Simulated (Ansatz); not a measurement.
**What LiY (built on the sites of a database entry of LiIn) distorts into**

Aim: this structure of LiY (built on the sites of a database entry of LiIn) is to be tested for unstable modes, and one is followed downhill.

Calculated with Ansatz 0.2.0; DFT PBEsol, scalar-relativistic, plane waves, PAW.

The structure was built from a prototype and need not be the compound's stable phase.

## (1) Starting point

The structure is cubic, space group Fd-3m (No. 227). The conventional cell has a = 7.388 Å, b = 7.388 Å, c = 7.388 Å, α = 90.00°, β = 90.00°, γ = 90.00°. Nearest to Li lie 4 Li at 3.20 Å and 4 Y at 3.20 Å. Nearest to Y lie 4 Li at 3.20 Å and 4 Y at 3.20 Å. Farther neighbours are not listed.

## (2) Phonons on a q mesh

The cell comes from relaxations at this level that are not shown. Stability and thermal properties need the whole zone. Linear response on a 4×4×4 q mesh gives force constants as far as a supercell of that size would.

input.yaml

```yaml
crystal:
  lattice:
    - [0.0, 3.6938399398, 3.6938399398]
    - [3.6938399398, 0.0, 3.6938399398]
    - [3.6938399398, 3.6938399398, 0.0]
  atoms:
    - { symbol: Li, position: [0.5, 0.5, 0.5] }
    - { symbol: Li, position: [0.75, 0.75, 0.75] }
    - { symbol: "Y", position: [0.0, 0.0, 0.0] }
    - { symbol: "Y", position: [0.25, 0.25, 0.25] }
kpoints:
  mp_grid: { grid: [12, 12, 12] }
hamiltonian:
  xc: pbesol
scf:
  occupations: { method: methfessel_paxton, width: 0.2 }
output:
  eigenvalues: true
phonons:
  method: dfpt
  qmesh: [4, 4, 4]
  temperatures: { t_max: 1000, t_step: 50 }
  qpath:
    path:
      - [[0.0, 0.0, 0.0], [0.5, 0.0, 0.5], [0.625, 0.25, 0.625]]
      - [[0.375, 0.375, 0.75], [0.0, 0.0, 0.0], [0.5, 0.5, 0.5], [0.5, 0.25, 0.75], [0.5, 0.0, 0.5]]
    npoints: 10
```

Started as:

```bash
$ ansatz run input.yaml --threads 4 --pin off --max-ram 14336MiB --backend cpu --events-out ev --progress --plain --runs-dir out
```

Numbers of over 12 decimals in the logs are rounded to 6 here.

The program printed:

```text
Warning: phonons: the dynamical matrix that this run interpolates holds no multipole term above the dipole-dipole one, and a site of this crystal is no centre of inversion, so its interpolated transverse optical and acoustic branches and sound speeds can stay off near Gamma, and the density of states and the thermodynamics with them. What a run solves at a wave vector of phonons.qpoints, Gamma apart, where the deck admits one, is free of this, and under fd what a larger phonons.supercell samples
Engine: ansatz 0.2.0, aarch64-unknown-linux-gnu
Pseudopotentials: kind: paw
Pseudopotential: Li, paw, valence charge 3, recommended cutoff 420 eV (normal), Li.paw.azcp
Pseudopotential: Y, paw, valence charge 11, recommended cutoff 420 eV (normal), Y.paw.azcp
Functional definition: PBEsol
  exchange = pbesol_x
  correlation = pbesol_c
Crystal: 4 atoms, lattice volume = 100.801 Å³
Basis set: ecut = 420 eV, 1989 PW (Γ), exchange–correlation on 72×72×72 points (8 copies of the dense FFT grid, shifted against one another)
Bands: 18, of which v1, the nominal top of the filled ones, is band 14 counted from 1 (13 counted from 0)
Symmetry: 48 space group operations
k-points: 72 of 1728
Non-local potential: Li, projectors of the file, l = 0: 3, l = 1: 2, l = 2: 1
Non-local potential: Y, projectors of the file, l = 0: 3, l = 1: 2, l = 2: 2, l = 3: 1
PAW form: soft (Blöchl's): semilocal exchange-correlation on the pseudo side does not see the compensation charge
PAW frozen core: Y, regenerated for the run's functional, and the local potential with it (the file was generated under x = pbe(κ = 0.804, μ = 0.219515), c = pbe(β = 0.066725))
PAW one-centre angular grid: Li, 110 points (default); XC on 64 Gauss nodes
PAW one-centre angular grid: Y, 590 points (default); XC on 64 Gauss nodes
Initial density: superposition of atomic densities (neutral atoms: chi_scale 0, normalization atom), corrected by the library's trained network
Initial wavefunctions: pseudopotential atomic-orbital guess
Functional: x = pbesol(κ = 0.804, μ = 0.123457), c = pbesol(β = 0.046)
SCF iter   1: F=—  HF=-7994.904172 eV  |F-HF|=—  |Δ(HF+E_count)|=         —  Δρ=2.51e-3  dr2=6.39e-3  ethr=1.77e-3  ⟨swp⟩=5.0  Hψ=12291  notcnv=0
automatic band count: the SCF goes on with 22 bands, as 18 were too few: they end inside the smearing window of the response
preconditioner: auto → Kerker (q_TF=auto, 2.204 Å⁻¹)  [metal: Δε(μ)=0.008 eV  Ē_g=3.254 eV  σ=0.200 eV  W_gap=0.03  n_scr=14 (ndim 8)  ℏωp=10.5 eV  f_vac=0.000  D(μ)=3.24/eV (n_scr^D=26)]
SCF iter   2: F=—  HF=-7994.901462 eV  |F-HF|=—  |Δ(HF+E_count)|=   2.71e-3  S|Δr|=    0.00e0  Δρ=1.28e-3  dr2=1.49e-3  ethr=2.28e-5  ⟨swp⟩=2.0  Hψ=2664  notcnv=0
SCF iter   3: F=—  HF=-7994.901050 eV  |F-HF|=—  |Δ(HF+E_count)|=   4.12e-4  S|Δr|=    0.00e0  Δρ=2.27e-4  dr2=4.21e-5  ethr=5.32e-6  ⟨swp⟩=2.0  Hψ=2557  notcnv=0
SCF iter   4: F=—  HF=-7994.901053 eV  |F-HF|=—  |Δ(HF+E_count)|=   3.72e-6  S|Δr|=    0.00e0  Δρ=4.60e-5  dr2=2.70e-6  ethr=1.50e-7  ⟨swp⟩=2.3  Hψ=2104  notcnv=0
SCF iter   5: F=—  HF=-7994.901054 eV  |F-HF|=—  |Δ(HF+E_count)|=   6.24e-7  S|Δr|=    0.00e0  Δρ=1.40e-5  dr2=3.20e-7  ethr=9.63e-9  ⟨swp⟩=1.5  Hψ=1623  notcnv=0
SCF iter   6: F=—  HF=-7994.901054 eV  |F-HF|=—  |Δ(HF+E_count)|=   1.89e-8  S|Δr|=    0.00e0  Δρ=2.35e-6  dr2=6.34e-9  ethr=1.14e-9  ⟨swp⟩=2.0  Hψ=1839  notcnv=0
SCF iter   7: F=—  HF=-7994.901054 eV  |F-HF|=—  |Δ(HF+E_count)|=   1.03e-9  S|Δr|=    0.00e0  Δρ=6.26e-7  dr2=3.93e-10  ethr=2.26e-11  ⟨swp⟩=2.2  Hψ=2604  notcnv=0
SCF iter   8: F=—  HF=-7994.901054 eV  |F-HF|=—  |Δ(HF+E_count)|=  3.82e-11  S|Δr|=    0.00e0  Δρ=1.13e-7  dr2=1.36e-11  ethr=1.40e-12  ⟨swp⟩=2.3  Hψ=2488  notcnv=0
SCF iter   9: F=-7994.901054 eV  HF=-7994.901054 eV  |F-HF|=1.82e-12  |Δ(HF+E_count)|=  7.28e-12  S|Δr|=    0.00e0  Δρ=2.33e-8  dr2=2.83e-13  ethr=1.00e-12  ⟨swp⟩=7.0  Hψ=5634  notcnv=0
SCF 1 converged in 9 iterations: F = -7994.901054 eV  dr2 = 2.83e-13
  greatest PAW one-centre occupation: 1.000 electrons in one spin orbital (limit 2), on the Li atom at site 1 (counted from 0), in its partial waves of l = 0
Initial density: read from a saved state, or passed on in memory by an earlier SCF of this step, an earlier step, the calling program or the single point that the run made first
iter 1 solved again at ethr=4.88e-8 eV; its pass at ethr=3.10e-3 eV (dr2=1.37e-5 eV) is discarded
SCF iter   1: F=—  HF=-7994.901054 eV  |F-HF|=—  |Δ(HF+E_count)|=         —  Δρ=1.83e-7  dr2=4.19e-11  ethr=4.88e-8  ⟨swp⟩=4.2  Hψ=9702  notcnv=0
eigensolver tolerance schedule: the retry pair's looser diagonalisation over-reported the residual by 326225.85 of it (diagonalisation noise at an unbounded share of the residual, at the tolerance the schedule requests for it); recorded, not acted on — ethr = c·dr2/N_el stays at c = 1.0e-1
preconditioner: auto → Kerker (q_TF=auto, 2.204 Å⁻¹)  [metal: Δε(μ)=0.004 eV  Ē_g=2.023 eV  σ=0.200 eV  W_gap=0.02  n_scr=14 (ndim 8)  ℏωp=10.5 eV  f_vac=0.000  D(μ)=3.28/eV (n_scr^D=26)]
SCF iter   2: F=—  HF=-7994.901054 eV  |F-HF|=—  |Δ(HF+E_count)|=   1.58e-7  S|Δr|=    0.00e0  Δρ=9.29e-8  dr2=9.68e-12  ethr=1.00e-12  ⟨swp⟩=1.9  Hψ=4902  notcnv=0
SCF iter   3: F=-7994.901054 eV  HF=-7994.901054 eV  |F-HF|=4.55e-12  |Δ(HF+E_count)|=  9.09e-13  S|Δr|=    0.00e0  Δρ=6.25e-8  dr2=4.22e-12  ethr=1.00e-12  ⟨swp⟩=1.0  Hψ=2880  notcnv=0
SCF 2 converged in 3 iterations: F = -7994.901054 eV  dr2 = 4.22e-12
phonons: the bands overlap, so this run is a metal and interpolates without the dipole-dipole term. If the crystal is really an insulator or semiconductor, its LO-TO splitting is missing
NSCF: frozen V_eff on 72 k-points
NSCF: frozen V_eff on 163 k-points
DFPT response loops at q = (0, 0, 0) (fractional): preconditioner auto → Kerker (q_TF=auto, 2.204 Å⁻¹) (partly filled bands, converged f_vac=0.000); β = 1.00, the filter's whole step (`scf.mixing.beta` (0.50) is not read by the response loops under this deck's `scf.mixing.preconditioner`; to damp them name `kerker` or `kerker_dos`, under which they read `scf.mixing.beta`, and type it under 1.00, their step now; both keys bind the ground state too); Broyden in place of MSR1
NSCF: frozen V_eff on 1872 k-points
DFPT response loops at q = (0, 0, 0.25) (fractional): mixed as the last ones told, above
NSCF: frozen V_eff on 952 k-points
DFPT response loops at q = (0, 0, -0.5) (fractional): mixed as the last ones told, above
NSCF: frozen V_eff on 1020 k-points
DFPT response loops at q = (0, 0.25, 0.25) (fractional): mixed as the last ones told, above
NSCF: frozen V_eff on 3456 k-points
DFPT response loops at q = (0, 0.25, -0.5) (fractional): mixed as the last ones told, above
NSCF: frozen V_eff on 1872 k-points
DFPT response loops at q = (0, 0.25, -0.25) (fractional): mixed as the last ones told, above
NSCF: frozen V_eff on 560 k-points
DFPT response loops at q = (0, -0.5, -0.5) (fractional): mixed as the last ones told, above
NSCF: frozen V_eff on 1020 k-points
DFPT response loops at q = (0.25, -0.5, -0.25) (fractional): mixed as the last ones told, above
SCF converged after 9 iterations
Stability not checked: this state was not tested for a lower state beside it, because cold or Methfessel-Paxton smearing, or corrected tetrahedra, fill the levels in a way that the test cannot read (fill_not_monotonic; see scf.lower_state_search)
Free energy (F): -7994.901054 eV
Harris-Foulkes:  -7994.901054 eV  (|F-HF|=1.82e-12)
Internal energy: -7994.903718 eV  (E = F + TS)
E sigma→0 (E₀):  -7994.901720 eV
Entropy (-TS):   0.002664 eV (0.666 meV/atom)
Fermi energy:    6.448230 eV
--- Per-component energies (eV) ---
  E_band       = -456.485966
  E_kinetic    = 652.966745
  E_local      = -1664.762864  (includes V_loc(G=0)·N_el)
  E_nonlocal   = 38.289028
  E_hartree    = 535.580346
  E_xc         = -362.623329
  E_vxc        = -421.225507  (∫ρ·V_xc dr)
  E_paw        = -5586.347172  (= ΣΔE_a)
  E_vpaw       = -132.914085  (= ΣTr[D̂ρ^β])
  E_aug_tail   = 0.000035  (compensation charges beyond the density's cutoff)
  E_ewald      = -1608.304053
  E_core_change = 0.297546  (= ΣΔE_core)
  E_smearing   = 0.002664  (= −TS)
  E_closure    = -0.000000  (closes the sum)
  Σ components = -7994.901054   (vs F -7994.901054, Δ=0.00e0)
--- Band table (eV; the first three rows and the last of 72) ---
  k-point 0: bands = [... 10 lower, 2.2126, 6.3890, 6.3890, 6.4782, 6.4782, 6.4782, 7.4200, 7.4200, ... 4 higher]
  k-point 1: bands = [... 10 lower, 2.2773, 6.1920, 6.1920, 6.4703, 6.7195, 6.7195, 7.2618, 7.4122, ... 4 higher]
  k-point 2: bands = [... 10 lower, 2.4668, 6.0139, 6.0139, 6.3962, 6.9325, 6.9887, 6.9887, 7.4292, ... 4 higher]
  k-point 71: bands = [... 10 lower, 4.9850, 4.9850, 5.3003, 5.3003, 6.8723, 6.8723, 7.4721, 7.4721, ... 4 higher]
--- Phonons (Γ-DFPT): 2 representative perturbations + reference (Σ response iterations 6) ---
  ASR residual: 2.957e-5 → 0.000e0 eV/Å²; symmetrization residual: 7.045e-7 eV/Å²
  ASR residual per site (eV/Å²): 3.17e-6 3.17e-6 2.96e-5 2.96e-5
  Γ frequencies (cm⁻¹): 0.00 0.00 0.00 105.09 105.09 105.09 241.64 241.64 241.64 301.73 301.73 301.73
--- Phonons (arbitrary-q DFPT): 8 irreducible q on the 4×4×4 mesh ---
  q = [0.0000, 0.0000, 0.0000] (star 1, of the zone-centre solve; hermiticity 4.69e-7, symmetrization 1.33e-13): -0.00 0.00 0.00 105.09 105.09 105.09 241.64 241.64 241.64 301.73 301.73 301.73
  q = [0.0000, 0.0000, 0.2500] (star 8, 2 solved perturbations on 936 of 1728 k-point pairs; hermiticity 6.43e-7, symmetrization 3.25e-13): 21.93 21.93 32.10 97.18 103.55 103.55 250.66 250.66 264.51 292.63 299.17 299.17
  q = [0.0000, 0.0000, -0.5000] (star 4, 2 solved perturbations on 476 of 1728 k-point pairs; hermiticity 1.03e-5, symmetrization 6.18e-6): 6.37 28.10 28.10 99.78 104.89 104.89 261.97 261.97 278.60 288.75 294.15 294.15
  q = [0.0000, 0.2500, 0.2500] (star 6, 4 solved perturbations in 1608 linear systems a pass and spin channel, the states on 510 of 1728 k-point pairs; hermiticity 4.87e-7, symmetrization 2.72e-13): -22.14 -22.14 51.16 90.34 99.52 99.52 254.87 254.87 269.00 292.41 292.54 292.54
  q = [0.0000, 0.2500, -0.5000] (star 24, 4 solved perturbations in 5328 linear systems a pass and spin channel, the states on 1728 of 1728 k-point pairs; hermiticity 5.06e-7, symmetrization 6.40e-8): -44.65 -42.61 39.21 81.09 110.54 115.29 261.32 262.36 275.12 280.72 288.36 292.48
  q = [0.0000, 0.2500, -0.2500] (star 12, 4 solved perturbations in 2892 linear systems a pass and spin channel, the states on 936 of 1728 k-point pairs; hermiticity 3.62e-7, symmetrization 1.61e-13): -30.70 -27.48 21.08 86.33 111.22 115.61 259.02 259.15 272.16 284.76 295.07 296.57
  q = [0.0000, -0.5000, -0.5000] (star 3, 4 solved perturbations in 886 linear systems a pass and spin channel, the states on 280 of 1728 k-point pairs; hermiticity 2.93e-7, symmetrization 2.34e-7): -60.60 -60.60 72.69 72.69 116.40 116.40 264.23 264.23 279.02 279.02 280.17 280.17
  q = [0.2500, -0.5000, -0.2500] (star 6, 4 solved perturbations in 1544 linear systems a pass and spin channel, the states on 510 of 1728 k-point pairs; hermiticity 7.50e-6, symmetrization 2.45e-6): -49.66 -49.66 57.01 57.01 118.65 118.65 268.48 268.48 272.45 272.45 289.62 289.62
  sum rule: each row above includes the acoustic sum rule's correction from the zone centre's row sums; it moved no ω² by more than (0.35 cm⁻¹)²
  mesh force constants: q→R imaginary residual 4.45e-18; ASR residual 2.957e-5 → 0.000e0 eV/Å²; symmetrization residual 2.887e-15 eV/Å²
  interpolated dispersion: 62 rows × 12 modes
  density of states and harmonic sums: on the 16×16×16 q-mesh, interpolated from the force constants of a 4×4×4 supercell (no non-analytic term)
  largest difference from the sums on the solved wave vectors: F 4.26e-3 eV, S 5.48e-6 and C_V 6.93e-7 eV/K
  zero-point energy: 0.124614 eV/cell   skipped modes (ω ≤ 0): 222, of them read as no rigid motion or as one in doubt: 219 (1.648e0 modes/cell left out, lowest -60.60 cm⁻¹)   left out of the sums: 1.37e-1 of the cell's modes: C_V's classical limit lies that fraction below 3 k_B per atom; for a crystal, a wire or a layer, F and S can be off by more, and a phonons.interpolated_qmesh denser along its periods is the remedy for the sampling
```

The job ended after 14 min (4 threads of Arm Neoverse V1, shared host; peak memory 6.9 GiB).

Reading the cycles: dr2 is the Hartree energy of the density residual (eV), the measure of convergence; HF is the Harris–Foulkes estimate of the energy, which meets the free energy F at convergence.

Numbers from this step:

* volume per atom: 25.20 Å³
* gap on the k-mesh: 0 eV
* sum-rule residual before enforcement: 2.96e-5 eV/Å²
* lowest frequency on the path: -60.60 cm⁻¹
* point group: m-3m
* highest frequency on the path or at a solved wavevector: 301.7 cm⁻¹
* highest optical mode at the zone centre (no LO-TO term): 301.7 cm⁻¹
* lowest optical zone-centre mode: 105.1 cm⁻¹
* lowest mode on the q mesh (acoustic modes at Γ apart): -60.6 cm⁻¹

Frequencies (cm⁻¹) solved at each irreducible wavevector; negative means imaginary. Frequencies by wavevector, by row:

```tsv
q in reciprocal lattice units	star	mode 1	mode 2	mode 3	mode 4	mode 10	mode 11	mode 12
0 0 0	1	0	0	0	105.1	301.7	301.7	301.7
0 0 0.25	8	21.9	21.9	32.1	97.2	292.6	299.2	299.2
0 0 -0.5	4	6.4	28.1	28.1	99.8	288.8	294.1	294.1
0 0.25 0.25	6	-22.1	-22.1	51.2	90.3	292.4	292.5	292.5
0 0.25 -0.5	24	-44.6	-42.6	39.2	81.1	280.7	288.4	292.5
0 0.25 -0.25	12	-30.7	-27.5	21.1	86.3	284.8	295.1	296.6
0 -0.5 -0.5	3	-60.6	-60.6	72.7	72.7	279	280.2	280.2
0.25 -0.5 -0.25	6	-49.7	-49.7	57	57	272.4	289.6	289.6
```

Interpolated from a 4×4×4 q mesh. Phonon branches along the path, in cm⁻¹:

```tsv
point	branch 1	branch 2	branch 3	branch 4	branch 9	branch 10	branch 11	branch 12
Γ	0	0	0	105	242	302	302	302
halfway	-22	-22	51	90	269	292	292	292
X	-61	-61	73	73	279	279	280	280
halfway	-59	-58	64	73	275	278	282	285
U	-52	-51	46	74	272	276	286	290
jump to K	-52	-51	46	74	272	276	286	290
halfway	-14	-9	35	89	270	289	296	300
Γ	0	0	0	105	242	302	302	302
halfway	22	22	32	97	264	293	299	299
L	6	28	28	100	279	289	294	294
halfway	-37	-35	26	82	276	280	292	294
W	-50	-50	57	57	272	272	290	290
halfway	-56	-56	65	65	275	275	286	286
X	-61	-61	73	73	279	279	280	280
```

Symmetry leaves 8 wavevectors to solve. The lowest mode among them, the acoustic zeros apart, lies at q = (0, -0.5, -0.5) and is imaginary, 60.6i cm⁻¹, so the energy falls along it.

## (3) The mode frozen in, largest atomic shift 0 Å

The mode followed lies at q = (0.25, -0.5, -0.25) with frequency 49.7i cm⁻¹ and is 2-fold degenerate, one of the unstable modes though not the softest. At small amplitude the distorted cell has space group no. 122 by a symmetry search on the positions. The undistorted cell that holds it gives the zero of energy on the same k mesh.

System of this step: LiY (built on the sites of a database entry of LiIn). Symmetry: Fd-3m, No. 227, cubic system. The conventional cell has a = 7.388 Å, b = 7.388 Å, c = 7.388 Å, α = 90.00°, β = 90.00°, γ = 90.00°. Li has 4 Li at 3.20 Å and 4 Y at 3.20 Å nearest. Y has 4 Li at 3.20 Å and 4 Y at 3.20 Å nearest. Farther neighbours are not listed.

input.yaml

```yaml
crystal:
  lattice:
    - [0.0, 0.0, -7.3876798796]
    - [7.3876798796, 0.0, 0.0]
    - [3.6938399398, -7.3876798796, -3.6938399398]
  atoms:
    - { symbol: Li, position: [0.5, 0.0, 0.0] }
    - { symbol: Li, position: [0.0, 0.5, 0.0] }
    - { symbol: Li, position: [0.25, 0.25, 0.5] }
    - { symbol: Li, position: [0.75, 0.75, 0.5] }
    - { symbol: Li, position: [0.375, 0.375, 0.75] }
    - { symbol: Li, position: [0.875, 0.875, 0.75] }
    - { symbol: Li, position: [0.125, 0.625, 0.25] }
    - { symbol: Li, position: [0.625, 0.125, 0.25] }
    - { symbol: "Y", position: [0.5, 0.5, 0.0] }
    - { symbol: "Y", position: [0.0, 0.0, 0.0] }
    - { symbol: "Y", position: [0.25, 0.75, 0.5] }
    - { symbol: "Y", position: [0.75, 0.25, 0.5] }
    - { symbol: "Y", position: [0.625, 0.625, 0.25] }
    - { symbol: "Y", position: [0.125, 0.125, 0.25] }
    - { symbol: "Y", position: [0.375, 0.875, 0.75] }
    - { symbol: "Y", position: [0.875, 0.375, 0.75] }
kpoints:
  mp_grid: { grid: [6, 6, 6] }
hamiltonian:
  xc: pbesol
scf:
  occupations: { method: methfessel_paxton, width: 0.2 }
output:
  forces: true
  stress: true
  eigenvalues: true
```

The program printed:

```text
[...]
Crystal: 16 atoms, lattice volume = 403.203 Å³
Basis set: ecut = 420 eV, 7881 PW (Γ), exchange–correlation on 100×100×128 points (8 copies of the dense FFT grid, shifted against one another)
Bands: 72, of which v1, the nominal top of the filled ones, is band 56 counted from 1 (55 counted from 0)
Symmetry: 64 space group operations
[...]
k-points: 30 of 216
[...]
k-point 0: bands = [... 52 lower, 5.7344, 6.3893, 6.3893, 6.4784, 6.4785, 6.4785, 6.8725, 6.8725, ... 12 higher]
  k-point 1: bands = [... 52 lower, 6.0014, 6.1782, 6.4461, 6.5237, 6.5237, 6.8330, 6.8756, 6.8756, ... 12 higher]
  k-point 2: bands = [... 52 lower, 6.0402, 6.6154, 6.6567, 6.6567, 6.7514, 6.8816, 6.8816, 6.8816, ... 12 higher]
  k-point 29: bands = [... 52 lower, 5.7758, 5.7758, 5.7766, 5.7766, 6.7241, 6.7241, 6.8037, 6.8037, ... 12 higher]
[key lines of the parts left out:]
SCF converged after 6 iterations
Free energy (F): -31979.604652 eV
Fermi energy:    6.448434 eV
P = ⅓ Tr σ = -0.0212 GPa (-0.212 kbar)
```

Run time: 15 s. Hardware: 4 threads; peak memory 1.3 GiB.

This step gave:

```yaml
pressure: -0.02122 GPa
energy_from_the_undistorted_cell: 0 meV/atom
```

The run ends at a pressure of -0.02 GPa.

(Continued in part 2 of 2.)

[Logs are printed without paths, hosts, clocks, repeated set-up lines and the standing remarks that a program may print on its own settings, such as how far it seeks lower states.]

[Hosts, paths, dates, database ids (printed as entryN), source tags and the programs' standing remarks are cut or masked in the printed files.]
